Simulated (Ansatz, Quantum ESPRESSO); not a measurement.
# Mo2CCl2 MXene, 1 layer: biaxial strain by an ASE script, part 3 of 3

How do the band edges of Mo2CCl2 MXene, 1 layer move against the vacuum when the sheet is stretched?

Quantum ESPRESSO 7.5; plane-wave DFT, PBE, GBRV ultrasoft pseudopotentials; geometry by Ansatz 0.2.0 with PAW datasets.

So far: The starting structure; Geometry from Ansatz; The script; The script: vdW-DF-cx, GBRV ultrasoft.

### 5. The script, with maxstep = 4

One more run, with a changed input.

Level of this step: plane-wave DFT, PBE, GBRV ultrasoft pseudopotentials (Quantum ESPRESSO 7.5).

The input, run.py:

```python
import json
import numpy as np
from ase import Atoms
from ase.calculators.espresso import Espresso, EspressoProfile

profile = EspressoProfile(command='mpirun -n 2 pw.x -nk 2', pseudo_dir='../pseudo')
pseudopotentials = {'C': 'c_pbe_v1.2.uspp.F.UPF', 'Cl': 'cl_pbe_v1.4.uspp.F.UPF', 'Mo': 'mo_pbe_v1.uspp.F.UPF'}
system = {'ecutwfc': 40, 'ecutrho': 200, 'occupations': 'smearing', 'smearing': 'fd', 'degauss': 0.002}


def calculator(name, kpts, **extra):
    data = dict(control=dict(tprnfor=True, verbosity='high', disk_io='none'),
                system=system | extra,
                electrons=dict(conv_thr=1e-09, mixing_beta=0.4, mixing_mode='plain',
                               electron_maxstep=4))
    return Espresso(profile=profile, directory=name, pseudopotentials=pseudopotentials, kpts=kpts, input_data=data)


def centre(atoms):
    z = atoms.positions[:, 2]
    atoms.positions[:, 2] -= (z.max() + z.min()) / 2  # ESM wants the slab about z = 0
    return atoms

sheet = Atoms(
    ['Cl', 'Mo', 'C', 'Mo', 'Cl'],
    scaled_positions=[
        [0.3333333333, 0.6666666667, 0.3693503413],
        [0.6666666667, 0.3333333333, 0.4550620714],
        [0.0000000000, 0.0000000000, 0.5000000092],
        [0.3333333333, 0.6666666667, 0.5449379485],
        [0.6666666667, 0.3333333333, 0.6306496295]],
    cell=[
        [3.359450135171, 0.000000000000, 0.000000000000],
        [-1.679725067585, 2.909369159805, 0.000000000000],
        [0.000000000000, 0.000000000000, 20.697042076400]],
    pbc=True)

rows = []
for strain in [-0.03, -0.015, 0.0]:
    atoms = sheet.copy()
    atoms.set_cell(sheet.cell.array * [[1 + strain], [1 + strain], [1]], scale_atoms=True)
    atoms = centre(atoms)
    atoms.calc = calculator(f's{strain:+.3f}', (12, 12, 1), assume_isolated='esm', esm_bc='bc1', nbnd=27)
    energy = atoms.get_potential_energy()
    levels = np.array([atoms.calc.get_eigenvalues(kpt=i) for i in range(len(atoms.calc.get_ibz_k_points()))])
    top, bottom = levels[:, 22].max(), levels[:, 23].min()
    direct = (levels[:, 23] - levels[:, 22]).min()
    rows.append([strain, energy, top, bottom, direct])
    print(f'strain {strain:+.3f}: E = {energy:.5f} eV, valence top {top:.3f}, conduction bottom {bottom:.3f}, '
          f'gap {bottom - top:.3f}, least direct gap {direct:.3f} eV')

x, energy, top, bottom, direct = np.array(rows).T
area = np.linalg.norm(np.cross(*sheet.cell[:2]))
stiffness = np.polyfit(x, energy, 2)[0] / area * 16.0218  # C11 + C12, heights clamped
print(f'valence and conduction edges move by {np.polyfit(x, top, 1)[0]:.2f} and {np.polyfit(x, bottom, 1)[0]:.2f} eV per unit biaxial strain')
print(f'C11 + C12 with clamped heights: {stiffness:.1f} N/m')
json.dump(dict(rows=rows, stiffness=stiffness), open('result.json', 'w'))
```

Command:

```sh
$ OMP_NUM_THREADS=1 python run.py
```

Output:

```text
AssertionError: ((2, 0), 19)
```

The job ended after 14 s (2 MPI ranks of Arm Neoverse V2, shared host; peak memory 0.4 GiB).

The input that ASE wrote for the run that failed, and its log:

```
&CONTROL
   verbosity        = 'high'
   tprnfor          = .true.
   disk_io          = 'none'
   pseudo_dir       = '../pseudo'
/
&SYSTEM
   nbnd             = 27
   ecutwfc          = 40
   ecutrho          = 200
   occupations      = 'smearing'
   degauss          = 0.002
   smearing         = 'fd'
   assume_isolated  = 'esm'
   esm_bc           = 'bc1'
   ntyp             = 3
   nat              = 5
   ibrav            = 0
/
&ELECTRONS
   electron_maxstep = 4
   conv_thr         = 1e-09
   mixing_mode      = 'plain'
   mixing_beta      = 0.4
/
&IONS
/
&CELL
/
&FCP
/
&RISM
/
ATOMIC_SPECIES
Cl 35.45 cl_pbe_v1.4.uspp.F.UPF
Mo 95.95 mo_pbe_v1.uspp.F.UPF
C 12.011 c_pbe_v1.2.uspp.F.UPF

K_POINTS automatic
12 12 1  0 0 0

CELL_PARAMETERS angstrom
3.25866663111587 0.00000000000000 0.00000000000000
-1.62933331555745 2.82208808501085 0.00000000000000
0.00000000000000 0.00000000000000 20.69704207640000

ATOMIC_POSITIONS angstrom
Cl -0.0000000002 1.8813920568 -2.7040611812  
Mo 1.6293333157 0.9406960282 -0.9300818969  
C 0.0000000000 0.0000000000 0.0000004926  
Mo -0.0000000002 1.8813920568 0.9300829131  
Cl 1.6293333157 0.9406960282 2.7040611812
```

```text
Program PWSCF v.7.5 starts
[citation notice left out]

     Parallel version (MPI & OpenMP), running on       2 processor cores
     Number of MPI processes:                 2
     Threads/MPI process:                     1

     MPI processes distributed on     1 nodes
[... 1 line left out ...]

Warning: card &CELL ignored
Warning: card &FCP ignored
Warning: card &RISM ignored

     Current dimensions of program PWSCF are:
     Max number of different atomic species (ntypx) = 10
     Max number of k-points (npk) =  40000
     Max angular momentum in pseudopotentials (lmaxx) =  4
     Message from routine setup:
     using ibrav=0 with symmetry is DISCOURAGED, use correct ibrav instead

     K-points division:     npool     =       2
     Subspace diagonalization in iterative solution of the eigenvalue problem:
     a serial algorithm will be used

     G-vector sticks info
     --------------------
     sticks:   dense  smooth     PW     G-vecs:    dense   smooth      PW
     Sum         517     421    121                61281    44065    7383

     Using Slab Decomposition

     bravais-lattice index     =            0
     lattice parameter (alat)  =       6.1580  a.u.
     unit-cell volume          =    1284.4446 (a.u.)^3
     number of atoms/cell      =            5
     number of atomic types    =            3
     number of electrons       =        46.00
     number of Kohn-Sham states=           27
     kinetic-energy cutoff     =      40.0000  Ry
     charge density cutoff     =     200.0000  Ry
     scf convergence threshold =      1.0E-09
     mixing beta               =       0.4000
     number of iterations used =            8  plain     mixing
     Exchange-correlation= SLA  PW   PBE  PBE
                           (   1   4   3   4   0   0   0)

     Effective Screening Medium Method
     =================================
     Boundary Conditions: Vacuum-Slab-Vacuum
     total charge in unit cell        =   0.0000
     grid points for fit at edges     =        4

[... 10 lines left out ...]
     PseudoPot. # 1 for Cl read from file:
     ../pseudo/cl_pbe_v1.4.uspp.F.UPF
     Pseudo is Ultrasoft + core correction, Zval =  7.0
     Generated by new atomic code, or converted to UPF format
     Using radial grid of  909 points,  6 beta functions with:
                l(1) =   0
                l(2) =   0
                l(3) =   1
                l(4) =   1
                l(5) =   2
                l(6) =   2
     Q(r) pseudized with  8 coefficients,  rinner =    1.300   1.300   1.300
                                                       1.300   1.300

     PseudoPot. # 2 for Mo read from file:
     ../pseudo/mo_pbe_v1.uspp.F.UPF
     Pseudo is Ultrasoft + core correction, Zval = 14.0
     Generated by new atomic code, or converted to UPF format
     Using radial grid of  889 points,  6 beta functions with:
                l(1) =   0
[... 242 lines left out ...]

     Dynamical RAM for      wfcinit/wfcrot:       4.54 MB

     Dynamical RAM for           addusdens:      88.36 MB

     Dynamical RAM for          addusforce:      89.31 MB

     Estimated static dynamical RAM per process >      58.11 MB

     Estimated max dynamical RAM per process >     162.38 MB

     Estimated total dynamical RAM >     309.79 MB

     Initial potential from superposition of free atoms

     starting charge      45.9978, renormalised to      46.0000

     negative rho (up, down):  3.243E-02 0.000E+00
     Starting wfcs are   38 randomized atomic wfcs

     total cpu time spent up to now is        1.6 secs

     per-process dynamical memory:    71.7 Mb

     Self-consistent Calculation

     iteration #  1     ecut=    40.00 Ry     beta= 0.40
     Davidson diagonalization with overlap

---- Real-time Memory Report at c_bands before calling an iterative solver
           145 MiB given to the printing process from OS
            70 MiB allocation reported by mallinfo(arena+hblkhd)
[... 1 line left out ...]
------------------
     ethr =  1.00E-02,  avg # of iterations =  1.9

     negative rho (up, down):  3.150E-02 0.000E+00

     total cpu time spent up to now is        3.4 secs

     total energy              =    -356.36029257 Ry
     estimated scf accuracy    <       1.10207808 Ry

     iteration #  2     ecut=    40.00 Ry     beta= 0.40
[... 1 line left out ...]

---- Real-time Memory Report at c_bands before calling an iterative solver
           199 MiB given to the printing process from OS
            97 MiB allocation reported by mallinfo(arena+hblkhd)
[... 1 line left out ...]
------------------
[... 1 line left out ...]

     negative rho (up, down):  3.177E-02 0.000E+00

[... 1 line left out ...]

     total energy              =    -356.77802810 Ry
     estimated scf accuracy    <       0.30389882 Ry

     iteration #  3     ecut=    40.00 Ry     beta= 0.40
[... 1 line left out ...]

---- Real-time Memory Report at c_bands before calling an iterative solver
           204 MiB given to the printing process from OS
            98 MiB allocation reported by mallinfo(arena+hblkhd)
[... 1 line left out ...]
------------------
[... 1 line left out ...]

     negative rho (up, down):  3.202E-02 0.000E+00

[... 1 line left out ...]

     total energy              =    -356.85275394 Ry
     estimated scf accuracy    <       0.03050834 Ry

     iteration #  4     ecut=    40.00 Ry     beta= 0.40
[... 1 line left out ...]

---- Real-time Memory Report at c_bands before calling an iterative solver
           205 MiB given to the printing process from OS
            99 MiB allocation reported by mallinfo(arena+hblkhd)
[... 1 line left out ...]
------------------
[... 1 line left out ...]

     negative rho (up, down):  3.208E-02 0.000E+00

[... 1 line left out ...]

     total energy              =    -356.89091212 Ry
     estimated scf accuracy    <       0.02393379 Ry

     End of self-consistent calculation

     convergence NOT achieved after   4 iterations: stopping
     Message from routine punch:
     Nothing written, as per user request (disk_io='none')

[... 1 line left out ...]

[... 1 line left out ...]

[... 1 line left out ...]

[... 3 lines left out ...]

[... 1 line left out ...]

[... 2 lines left out ...]

[... 1 line left out ...]

[... 1 line left out ...]

=------------------------------------------------------------------------------=
   JOB DONE.
=------------------------------------------------------------------------------=
```

The run stopped without converging, so none of its numbers is a property of the system.

The fault put into the input: too few SCF iterations (maxstep = 4).

More iterations help only where the error still falls; otherwise the mixing, the start or the set-up has to change.

### 6. A check by hand

Under equal strain ε in the plane, E = A (C11 + C12) ε². From the points at ±1.5 %: d²E/dε² = (45.24 + 44.57 − 2 × 0.00) meV / 0.015² = 399 eV, and 399/(2 × 9.774 Å²) × 16.02 = 327 N/m.

### 7. Summary of results

```
C11 + C12, heights clamped, PBE, GBRV ultrasoft                        : 327 N/m
C11 + C12, heights clamped, vdW-DF-cx, GBRV ultrasoft (made under PBE) : 323 N/m
```

What this shows: The sheet's biaxial stiffness comes to 327 N/m (PBE, GBRV ultrasoft). The bands touch or overlap at some strains, so edges by band count are no gaps there. Heights are clamped under strain, which makes a sheet with several atomic planes too stiff. Zero strain is the PBE cell; under vdW-DF-cx the energy is lowest near -0.9 %, so its stiffness is taken away from its own minimum. Semilocal gaps are too small. Spin-orbit coupling is left out; depending on the atoms that carry the levels of interest, it can split and shift them by tens to hundreds of meV.

[Logs are printed without paths, hosts, clocks, repeated set-up lines and the standing remarks that a program may print on its own settings, such as how far it seeks lower states.]

[Hosts, paths, dates, database ids (printed as entryN), source tags and the programs' standing remarks are cut or masked in the printed files.]

[Maps of the electrostatic potential energy from Ansatz leave out the sawtooth potential of an applied field or a dipole correction, so their vacuum need not be flat; planar profiles and work functions include it.]
